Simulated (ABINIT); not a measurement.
Planning a run of ABINIT 10.8.3 on SiO2 (Quartz). The input:

```
acell 3*1.0 Angstrom
rprim 
  4.915799999986 0.000000000003 0.000000000000
  -2.457899999996 4.257207679910 0.000000000000
  0.000000000000 0.000000000000 5.409100000000
ntypat 2
znucl 14 8
natom 9
typat 1 1 1 2 2 2 2 2 2
xred 
  0.530300000000 0.000000000000 0.333333333333
  0.000000000000 0.530300000000 0.666666666667
  0.469700000000 0.469700000000 -0.000000000000
  0.146200000000 0.414200000000 0.881000000000
  0.585800000000 0.732000000000 0.214333333333
  0.268000000000 0.853800000000 0.547666666667
  0.414200000000 0.146200000000 0.119000000000
  0.732000000000 0.585800000000 0.785666666667
  0.853800000000 0.268000000000 0.452333333333
pp_dirpath "pseudos"
pseudos "Si.upf, O.upf"
ecut 36
ngkpt 6 6 4
nshiftk 1
shiftk 0 0 0
kptopt 1
chksymbreak 0
nband 32
occopt 1
tolvrs 1e-10
nstep 60
prtwf 0
indata_prefix "in"
outdata_prefix "out"
tmpdata_prefix "tmp"
```

```sh
OMP_NUM_THREADS=1 mpirun -n 8 abinit run.abi > log
```

How long will it take on 8 MPI ranks of Arm Neoverse V2, shared host, and how much memory?

It took 39 s; on shared hardware allow 19 s to 77 s. Peak host memory was 0.86 GiB.

[Paths, hosts, dates, memory and timing lines, banners, echoed tables and standing remarks are left out of the program output.]

[Logs are printed without paths, hosts, clocks, repeated set-up lines and the standing remarks that a program may print on its own settings, such as how far it seeks lower states.]

[Runs of the session that timed out or met a known fault of the program may be left out.]

[Hosts, paths, dates, database ids (printed as entryN), source tags and the programs' standing remarks are cut or masked in the printed files.]

[G0W0 gaps are taken among the corrected bands and points alone; a level outside them can change the order at an edge.]

[Where Ansatz stands beside ABINIT at settings called matched, ABINIT's density can come from a denser mesh and the files from another edition; pairs whose starting gaps differed by over 0.03 eV were left out, so agreement reads better than it is.]
